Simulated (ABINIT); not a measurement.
# Beyond one shot: CsH (Pm-3m), part 2 of 3

Aim: iterate the self-energy on CsH (Pm-3m) and follow the gap from cycle to cycle.

ABINIT 10.8.3; LDA and many-body steps on it, plane waves. Known limits of the many-body steps: not at the basis limit; no spin-orbit coupling; coarse k mesh.

So far. Step 5 (evGW0, cycle 1): Against G0W0 in ABINIT (4×4×4 mesh, 41 bands, screening to 106.1 eV, Godby-Needs plasmon pole), the gap moves by +0.494 eV. This first cycle still uses the starting levels; it takes the full correction, at all points of the mesh, and its linearised value is 4.259 eV. Step 6 (evGW0, cycle 2): Against the cycle before, the gap moves by −0.184 eV.

## Step 7: evGW0, cycle 3

Level of this step: evGW0 on LDA, plane waves, norm-conserving pseudopotentials (ABINIT).

File run.abi:

```
acell 3*1.0 Angstrom
rprim 
  3.818408540000 0.000000000000 0.000000000000
  0.000000000000 3.818408540000 0.000000000000
  0.000000000000 0.000000000000 3.818408540000
ntypat 2
znucl 55 1
natom 2
typat 1 2
xred 
  0.000000000000 0.000000000000 0.000000000000
  0.500000000000 0.500000000000 0.500000000000
pp_dirpath "pseudos"
pseudos "Cs.upf, H.upf"
ecut 31
ngkpt 4 4 4
nshiftk 1
shiftk 0 0 0
kptopt 1
chksymbreak 0
istwfk *1
occopt 1
irdwfk 1
optdriver 4
nband 41
gwcalctyp 10
ecutsigx 31
symsigma 1
nkptgw 10
kptgw 
  0.0000000000 0.0000000000 0.0000000000
  0.2500000000 0.0000000000 0.0000000000
  0.5000000000 0.0000000000 0.0000000000
  0.2500000000 0.2500000000 0.0000000000
  0.5000000000 0.2500000000 0.0000000000
  0.5000000000 0.5000000000 0.0000000000
  0.2500000000 0.2500000000 0.2500000000
  0.5000000000 0.2500000000 0.2500000000
  0.5000000000 0.5000000000 0.2500000000
  0.5000000000 0.5000000000 0.5000000000
bdgw 
  1 11
  1 11
  1 11
  1 11
  1 11
  1 11
  1 11
  1 11
  1 11
  1 11
ecuteps 3.9
irdscr 1
ppmodel 1
irdqps 1
indata_prefix "in"
outdata_prefix "out"
tmpdata_prefix "tmp"
```

Run with:

```console
$ OMP_NUM_THREADS=1 mpirun -n 4 abinit run.abi > log
```

The program printed:

```text
.Version 10.8.3 of ABINIT. v10.8.2 released Aug 2026.

 Symmetries : space group Pm -3 m (#221); Bravais cP (primitive cubic)
[... echo of the input left out ...]
== DATASET  1 ==================================================================
-   mpi_nproc: 4, omp_nthreads: 1 (-1 if OMP is not activated)

--- !DatasetInfo
iteration_state: {dtset: 1, }
dimensions: {natom: 2, nkpt: 10, mband: 41, nsppol: 1, nspinor: 1, nspden: 1, mpw: 3136, }
cutoff_energies: {ecut:  31.0, pawecutdg:  -1.0, }
[...]
.  kptgw no:  3; Maximum DeltaE = (   0.574   0.046) for band index:  1
[...]
.  kptgw no:  9; Maximum DeltaE = (   0.643  -0.002) for band index:  1
.  kptgw no: 10; Maximum DeltaE = (   0.575  -0.026) for band index:  1

== END DATASET(S) ==============================================================
================================================================================

 -outvars: echo values of variables after computation  --------
           etotal      0.0000000000E+00
            nband          41
             nkpt          10
          spgroup         221
 [... the other variables as echoed above ...]

 Calculation completed.
```

Elapsed: 60 s, on 4 MPI ranks of Arm Neoverse N1, shared host; peak memory 1 GiB; 4 min of CPU time.

This step gave:

```yaml
quasiparticle_gap_on_the_mesh: 4.58 eV
gap_of_the_density_functional_on_the_mesh: 2.297 eV
k_of_the_valence_top: 0.5, 0.5, 0.5
k_of_the_conduction_bottom: 0.5, 0, 0
least_direct_quasiparticle_gap_on_the_computed_points: 4.705 eV
```

Against the cycle before, the gap moves by +0.011 eV.

## Step 8: evGW0, cycle 4

run.abi is that of step 7.

The program printed:

```text
.Version 10.8.3 of ABINIT. v10.8.2 released Aug 2026.

 Symmetries : space group Pm -3 m (#221); Bravais cP (primitive cubic)
[... echo of the input left out ...]
== DATASET  1 ==================================================================
-   mpi_nproc: 4, omp_nthreads: 1 (-1 if OMP is not activated)

--- !DatasetInfo
iteration_state: {dtset: 1, }
dimensions: {natom: 2, nkpt: 10, mband: 41, nsppol: 1, nspinor: 1, nspden: 1, mpw: 3136, }
cutoff_energies: {ecut:  31.0, pawecutdg:  -1.0, }
[...]
.  kptgw no:  3; Maximum DeltaE = (  -0.561   0.058) for band index:  1
[...]
.  kptgw no:  9; Maximum DeltaE = (  -0.976   0.193) for band index:  1
.  kptgw no: 10; Maximum DeltaE = (  -1.594   1.452) for band index:  1

== END DATASET(S) ==============================================================
================================================================================

 -outvars: echo values of variables after computation  --------
           etotal      0.0000000000E+00
            nband          41
             nkpt          10
          spgroup         221
 [... the other variables as echoed above ...]

 Calculation completed.
```

Elapsed: 60 s, on 4 MPI ranks; peak memory 1 GiB.

This step gave:

```
quasiparticle gap on the mesh                         : 4.581 eV
gap of the density functional on the mesh             : 2.297 eV
k of the valence top                                  : 0.5, 0.5, 0.5
k of the conduction bottom                            : 0.5, 0, 0
least direct quasiparticle gap on the computed points : 4.704 eV
```

Against the cycle before, the gap moves by +0.001 eV.

## Step 9: Screening, 4×4×4 mesh, 41 bands, screening to 106.1 eV

This step: RPA screening on LDA, plane waves, norm-conserving pseudopotentials.

File run.abi:

```
acell 3*1.0 Angstrom
rprim 
  3.818408540000 0.000000000000 0.000000000000
  0.000000000000 3.818408540000 0.000000000000
  0.000000000000 0.000000000000 3.818408540000
ntypat 2
znucl 55 1
natom 2
typat 1 2
xred 
  0.000000000000 0.000000000000 0.000000000000
  0.500000000000 0.500000000000 0.500000000000
pp_dirpath "pseudos"
pseudos "Cs.upf, H.upf"
ecut 31
ngkpt 4 4 4
nshiftk 1
shiftk 0 0 0
kptopt 1
chksymbreak 0
istwfk *1
occopt 1
irdwfk 1
optdriver 3
nband 41
ecuteps 3.9
inclvkb 2
awtr 1
symchi 1
gwcalctyp 10
mbpt_sciss 2.418 eV
nqptdm 1
qptdm 
  0 0 0
indata_prefix "in"
outdata_prefix "out"
tmpdata_prefix "tmp"
```

The program printed:

```text
.Version 10.8.3 of ABINIT. v10.8.2 released Aug 2026.

 Symmetries : space group Pm -3 m (#221); Bravais cP (primitive cubic)
[... echo of the input left out ...]
== DATASET  1 ==================================================================
-   mpi_nproc: 4, omp_nthreads: 1 (-1 if OMP is not activated)

--- !DatasetInfo
iteration_state: {dtset: 1, }
dimensions: {natom: 2, nkpt: 10, mband: 41, nsppol: 1, nspinor: 1, nspden: 1, mpw: 3136, }
cutoff_energies: {ecut:  31.0, pawecutdg:  -1.0, }
electrons: {nelect:   1.00000000E+01, charge:   0.00000000E+00, occopt:   1.00000000E+00, tsmear:   1.00000000E-02, }

 SCREENING: Calculation of the susceptibility and dielectric matrices

 Based on a program developped by R.W. Godby, V. Olevano, G. Onida, and L. Reining.
 Incorporated in ABINIT by V. Olevano, G.-M. Rignanese, and M. Torrent.
.Using double precision arithmetic ; gwpc =  8

[... cell and pseudopotentials left out ...]
--------------------------------------------------------------------------------

 ==== K-mesh for the wavefunctions ====
 Number of points in the irreducible wedge :    10
[... list of points left out ...]
 Together with 48 symmetry operations and time-reversal symmetry
 yields    64 points in the full Brillouin Zone.

 ==== Q-mesh for the screening function ====
 Number of points in the irreducible wedge :    10
[... list of points left out ...]
 Together with 48 symmetry operations and time-reversal symmetry
 yields    64 points in the full Brillouin Zone.

 setmesh: FFT mesh size selected  =    25x   25x   25
          total number of points  =        15625

 vcoul_init : cutoff-mode = AUXILIARY_FUNCTION
 q-points for optical limit:   1
     1)      0.000010    0.000020    0.000030

 Dielectric matrix will be calculated only for some
 selected q points provided by the user through the input variables
 nqptdm and qptdm

- screening: taking advantage of time-reversal symmetry
- Maximum band index for partially occupied states nbvw = 5
- Remaining bands to be divided among processors   nbcw = 36
- Number of bands treated by each node ~9

 rdqps: reading QP wavefunctions of the previous step
        looking for file in_QPS
 file not found, 1st iteration initialized with KS eigenelements

 screening : performing a first self-consistency
 update of the energies in W by a scissor operator
 applying a scissor operator of [eV] :   2.418

 Number of electrons calculated from density =   10.0000; Expected =   10.0000
 average of density, n =  0.026617
 r_s =    2.0777
 omega_plasma =   15.7374 [eV]

 calculating chi0 at frequencies [eV] :
  1    0.000000E+00    0.000000E+00
  2    0.000000E+00    1.573743E+01

--------------------------------------------------------------------------------
  q-point number  1        q = ( 0.000000, 0.000000, 0.000000) [r.l.u.]
--------------------------------------------------------------------------------
[... chi0 elements left out ...]
 For q-point:  0.000010 0.000020 0.000030
  dielectric constant =   2.9924
  dielectric constant without local fields =   3.3249

  Average fulfillment of the sum rule on Im[epsilon] for q-point    1 :     75.76  [%]
[... wings left out ...]
== END DATASET(S) ==============================================================
================================================================================

 -outvars: echo values of variables after computation  --------
           etotal      0.0000000000E+00
            nband          41
             nkpt          10
          spgroup         221
 [... the other variables as echoed above ...]

 Calculation completed.
```

The job ended after 4.3 s (4 MPI ranks; peak memory 0.4 GiB; 17 s of CPU time).

This step gave:

* ε∞ with local fields, on this mesh, along the program's q direction: 2.992
* the same without local fields: 3.325
* plasma frequency: 15.74 eV
* plane waves in the screening matrix: 147

This screening uses the functional's bands under a rigid shift, the mean opening of the cycle before.

## Step 10: Screening, 4×4×4 mesh, 41 bands, screening to 106.1 eV

This step: RPA screening on LDA from quasiparticle energies, plane waves, norm-conserving pseudopotentials.

Edit run.abi of step 9 so:

```diff
@@ -29,7 +29,15 @@
 symchi 1
+irdqps 1
 gwcalctyp 10
-mbpt_sciss 2.418 eV
-nqptdm 1
+nqptdm 9
 qptdm 
-  0 0 0
+  0.2500000000 0.0000000000 0.0000000000
+  0.5000000000 0.0000000000 0.0000000000
+  0.2500000000 0.2500000000 0.0000000000
+  0.5000000000 0.2500000000 0.0000000000
+  0.5000000000 0.5000000000 0.0000000000
+  0.2500000000 0.2500000000 0.2500000000
+  0.5000000000 0.2500000000 0.2500000000
+  0.5000000000 0.5000000000 0.2500000000
+  0.5000000000 0.5000000000 0.5000000000
 indata_prefix "in"
```

File mrgscr.stdin:

```
2
merged
q0_SCR
out_SCR
1
```

Run with:

```console
$ OMP_NUM_THREADS=1 mpirun -n 4 abinit run.abi > log; mrgscr < mrgscr.stdin
```

The program printed:

```text
.Version 10.8.3 of ABINIT. v10.8.2 released Aug 2026.

 Symmetries : space group Pm -3 m (#221); Bravais cP (primitive cubic)
[... echo of the input left out ...]
== DATASET  1 ==================================================================
-   mpi_nproc: 4, omp_nthreads: 1 (-1 if OMP is not activated)

--- !DatasetInfo
iteration_state: {dtset: 1, }
dimensions: {natom: 2, nkpt: 10, mband: 41, nsppol: 1, nspinor: 1, nspden: 1, mpw: 3136, }
cutoff_energies: {ecut:  31.0, pawecutdg:  -1.0, }
[...]
q-point number  1        q = ( 0.250000, 0.000000, 0.000000) [r.l.u.]
--------------------------------------------------------------------------------
[... chi0 elements left out ...]
  Average fulfillment of the sum rule on Im[epsilon] for q-point    2 :    111.78  [%]

--------------------------------------------------------------------------------
  q-point number  2        q = ( 0.500000, 0.000000, 0.000000) [r.l.u.]
--------------------------------------------------------------------------------
[... chi0 elements left out ...]
  Average fulfillment of the sum rule on Im[epsilon] for q-point    3 :     96.75  [%]

 [... 7 further q-points ...]
```

Wall time 9.1 s (4 MPI ranks); peak memory 0.46 GiB.

This step gave:

```yaml
plasma_frequency: 15.74 eV
plane_waves_in_the_screening_matrix: 147
```

This screening reads the quasiparticle levels of the cycle before.

## Step 11: evGW, cycle 1

This step: evGW on LDA, plane waves, norm-conserving pseudopotentials.

Edit run.abi of step 10 so:

```diff
@@ -23,12 +23,10 @@
 irdwfk 1
-optdriver 3
+optdriver 4
 nband 41
-ecuteps 3.9
-inclvkb 2
-awtr 1
-symchi 1
-irdqps 1
 gwcalctyp 10
-nqptdm 9
-qptdm 
+ecutsigx 31
+symsigma 1
+nkptgw 10
+kptgw 
+  0.0000000000 0.0000000000 0.0000000000
   0.2500000000 0.0000000000 0.0000000000
@@ -42,2 +40,17 @@
   0.5000000000 0.5000000000 0.5000000000
+bdgw 
+  1 11
+  1 11
+  1 11
+  1 11
+  1 11
+  1 11
+  1 11
+  1 11
+  1 11
+  1 11
+ecuteps 3.9
+irdscr 1
+ppmodel 1
+irdqps 1
 indata_prefix "in"
```

Run with:

```console
$ OMP_NUM_THREADS=1 mpirun -n 4 abinit run.abi > log
```

The program printed:

```text
.Version 10.8.3 of ABINIT. v10.8.2 released Aug 2026.

 Symmetries : space group Pm -3 m (#221); Bravais cP (primitive cubic)
[... echo of the input left out ...]
== DATASET  1 ==================================================================
-   mpi_nproc: 4, omp_nthreads: 1 (-1 if OMP is not activated)

--- !DatasetInfo
iteration_state: {dtset: 1, }
dimensions: {natom: 2, nkpt: 10, mband: 41, nsppol: 1, nspinor: 1, nspden: 1, mpw: 3136, }
cutoff_energies: {ecut:  31.0, pawecutdg:  -1.0, }
[...]
.  kptgw no:  3; Maximum DeltaE = (  -0.495   0.167) for band index:  1
[...]
.  kptgw no:  9; Maximum DeltaE = (   0.377  -0.001) for band index: 10
.  kptgw no: 10; Maximum DeltaE = (   0.398  -0.002) for band index:  9

== END DATASET(S) ==============================================================
================================================================================

 -outvars: echo values of variables after computation  --------
           etotal      0.0000000000E+00
            nband          41
             nkpt          10
          spgroup         221
 [... the other variables as echoed above ...]

 Calculation completed.
```

The job ended after 60 s (4 MPI ranks; peak memory 1 GiB; 4 min of CPU time).

Numbers from this step:

```
quasiparticle gap on the mesh                         : 5.104 eV
gap of the density functional on the mesh             : 2.297 eV
k of the valence top                                  : 0.5, 0.5, 0.5
k of the conduction bottom                            : 0.5, 0, 0
least direct quasiparticle gap on the computed points : 5.228 eV
```

Against G0W0 in ABINIT (4×4×4 mesh, 41 bands, screening to 106.1 eV, Godby-Needs plasmon pole), the gap moves by +0.845 eV.

## Step 12: Screening, 4×4×4 mesh, 41 bands, screening to 106.1 eV

This step: RPA screening on LDA, plane waves, norm-conserving pseudopotentials.

File run.abi:

```
acell 3*1.0 Angstrom
rprim 
  3.818408540000 0.000000000000 0.000000000000
  0.000000000000 3.818408540000 0.000000000000
  0.000000000000 0.000000000000 3.818408540000
ntypat 2
znucl 55 1
natom 2
typat 1 2
xred 
  0.000000000000 0.000000000000 0.000000000000
  0.500000000000 0.500000000000 0.500000000000
pp_dirpath "pseudos"
pseudos "Cs.upf, H.upf"
ecut 31
ngkpt 4 4 4
nshiftk 1
shiftk 0 0 0
kptopt 1
chksymbreak 0
istwfk *1
occopt 1
irdwfk 1
optdriver 3
nband 41
ecuteps 3.9
inclvkb 2
awtr 1
symchi 1
gwcalctyp 10
mbpt_sciss 2.988 eV
nqptdm 1
qptdm 
  0 0 0
indata_prefix "in"
outdata_prefix "out"
tmpdata_prefix "tmp"
```

The program printed:

```text
.Version 10.8.3 of ABINIT. v10.8.2 released Aug 2026.

 Symmetries : space group Pm -3 m (#221); Bravais cP (primitive cubic)
[... echo of the input left out ...]
== DATASET  1 ==================================================================
-   mpi_nproc: 4, omp_nthreads: 1 (-1 if OMP is not activated)

--- !DatasetInfo
iteration_state: {dtset: 1, }
dimensions: {natom: 2, nkpt: 10, mband: 41, nsppol: 1, nspinor: 1, nspden: 1, mpw: 3136, }
cutoff_energies: {ecut:  31.0, pawecutdg:  -1.0, }
[...]
[... chi0 elements left out ...]
 For q-point:  0.000010 0.000020 0.000030
  dielectric constant =   2.8733
  dielectric constant without local fields =   3.1802

  Average fulfillment of the sum rule on Im[epsilon] for q-point    1 :     77.54  [%]
[... wings left out ...]
== END DATASET(S) ==============================================================
================================================================================

 -outvars: echo values of variables after computation  --------
           etotal      0.0000000000E+00
            nband          41
             nkpt          10
          spgroup         221
 [... the other variables as echoed above ...]

 Calculation completed.
```

Run time: 4.3 s. Hardware: 4 MPI ranks; peak memory 0.4 GiB.

This step gave:

```
ε∞ with local fields, on this mesh, along the program's q direction : 2.873
the same without local fields                                       : 3.180
plasma frequency                                                    : 15.74 eV
plane waves in the screening matrix                                 : 147
```

This screening uses the functional's bands under a rigid shift, the mean opening of the cycle before.

## Step 13: Screening, 4×4×4 mesh, 41 bands, screening to 106.1 eV

This step: RPA screening on LDA from quasiparticle energies, plane waves, norm-conserving pseudopotentials.

Edit run.abi of step 12 so:

```diff
@@ -29,7 +29,15 @@
 symchi 1
+irdqps 1
 gwcalctyp 10
-mbpt_sciss 2.988 eV
-nqptdm 1
+nqptdm 9
 qptdm 
-  0 0 0
+  0.2500000000 0.0000000000 0.0000000000
+  0.5000000000 0.0000000000 0.0000000000
+  0.2500000000 0.2500000000 0.0000000000
+  0.5000000000 0.2500000000 0.0000000000
+  0.5000000000 0.5000000000 0.0000000000
+  0.2500000000 0.2500000000 0.2500000000
+  0.5000000000 0.2500000000 0.2500000000
+  0.5000000000 0.5000000000 0.2500000000
+  0.5000000000 0.5000000000 0.5000000000
 indata_prefix "in"
```

mrgscr.stdin is that of step 10.

Run with:

```console
$ OMP_NUM_THREADS=1 mpirun -n 4 abinit run.abi > log; mrgscr < mrgscr.stdin
```

The program printed:

```text
.Version 10.8.3 of ABINIT. v10.8.2 released Aug 2026.

 Symmetries : space group Pm -3 m (#221); Bravais cP (primitive cubic)
[... echo of the input left out ...]
== DATASET  1 ==================================================================
-   mpi_nproc: 4, omp_nthreads: 1 (-1 if OMP is not activated)

--- !DatasetInfo
iteration_state: {dtset: 1, }
dimensions: {natom: 2, nkpt: 10, mband: 41, nsppol: 1, nspinor: 1, nspden: 1, mpw: 3136, }
cutoff_energies: {ecut:  31.0, pawecutdg:  -1.0, }
[...]
q-point number  1        q = ( 0.250000, 0.000000, 0.000000) [r.l.u.]
--------------------------------------------------------------------------------
[... chi0 elements left out ...]
  Average fulfillment of the sum rule on Im[epsilon] for q-point    2 :    116.08  [%]

--------------------------------------------------------------------------------
  q-point number  2        q = ( 0.500000, 0.000000, 0.000000) [r.l.u.]
--------------------------------------------------------------------------------
[... chi0 elements left out ...]
  Average fulfillment of the sum rule on Im[epsilon] for q-point    3 :     99.73  [%]

 [... 7 further q-points ...]
```

It took 10 s on 4 MPI ranks; peak memory 0.46 GiB; 41 s of CPU time.

Numbers from this step:

* plasma frequency: 15.74 eV
* plane waves in the screening matrix: 147

This screening reads the quasiparticle levels of the cycle before.

## Step 14: evGW, cycle 2

This step: evGW on LDA, plane waves, norm-conserving pseudopotentials.

Edit run.abi of step 13 so:

```diff
@@ -23,12 +23,10 @@
 irdwfk 1
-optdriver 3
+optdriver 4
 nband 41
-ecuteps 3.9
-inclvkb 2
-awtr 1
-symchi 1
-irdqps 1
 gwcalctyp 10
-nqptdm 9
-qptdm 
+ecutsigx 31
+symsigma 1
+nkptgw 10
+kptgw 
+  0.0000000000 0.0000000000 0.0000000000
   0.2500000000 0.0000000000 0.0000000000
@@ -42,2 +40,17 @@
   0.5000000000 0.5000000000 0.5000000000
+bdgw 
+  1 11
+  1 11
+  1 11
+  1 11
+  1 11
+  1 11
+  1 11
+  1 11
+  1 11
+  1 11
+ecuteps 3.9
+irdscr 1
+ppmodel 1
+irdqps 1
 indata_prefix "in"
```

Run with:

```console
$ OMP_NUM_THREADS=1 mpirun -n 4 abinit run.abi > log
```

The program printed:

```text
.Version 10.8.3 of ABINIT. v10.8.2 released Aug 2026.

 Symmetries : space group Pm -3 m (#221); Bravais cP (primitive cubic)
[... echo of the input left out ...]
== DATASET  1 ==================================================================
-   mpi_nproc: 4, omp_nthreads: 1 (-1 if OMP is not activated)

--- !DatasetInfo
iteration_state: {dtset: 1, }
dimensions: {natom: 2, nkpt: 10, mband: 41, nsppol: 1, nspinor: 1, nspden: 1, mpw: 3136, }
cutoff_energies: {ecut:  31.0, pawecutdg:  -1.0, }
[...]
.  kptgw no:  3; Maximum DeltaE = (   0.108   0.155) for band index:  1
[...]
.  kptgw no:  9; Maximum DeltaE = (  -0.202   0.018) for band index:  1
.  kptgw no: 10; Maximum DeltaE = (  -0.617   0.057) for band index:  1

== END DATASET(S) ==============================================================
================================================================================

 -outvars: echo values of variables after computation  --------
           etotal      0.0000000000E+00
            nband          41
             nkpt          10
          spgroup         221
 [... the other variables as echoed above ...]

 Calculation completed.
```

Run time: 61 s. Hardware: 4 MPI ranks; peak memory 1 GiB.

This step gave:

* quasiparticle gap on the mesh: 5.179 eV
* gap of the density functional on the mesh: 2.297 eV
* k of the valence top: 0.5, 0.5, 0.5
* k of the conduction bottom: 0.5, 0, 0
* least direct quasiparticle gap on the computed points: 5.301 eV

Against the cycle before, the gap moves by +0.075 eV.

(Continued in part 3 of 3.)

[Paths, hosts, dates, memory and timing lines, banners, echoed tables and standing remarks are left out of the program output.]

[Logs are printed without paths, hosts, clocks, repeated set-up lines and the standing remarks that a program may print on its own settings, such as how far it seeks lower states.]

[Runs of the session that timed out or met a known fault of the program may be left out.]

[Hosts, paths, dates, database ids (printed as entryN), source tags and the programs' standing remarks are cut or masked in the printed files.]

[G0W0 gaps are taken among the corrected bands and points alone; a level outside them can change the order at an edge.]

[Where Ansatz stands beside ABINIT at settings called matched, ABINIT's density can come from a denser mesh and the files from another edition; pairs whose starting gaps differed by over 0.03 eV were left out, so agreement reads better than it is.]
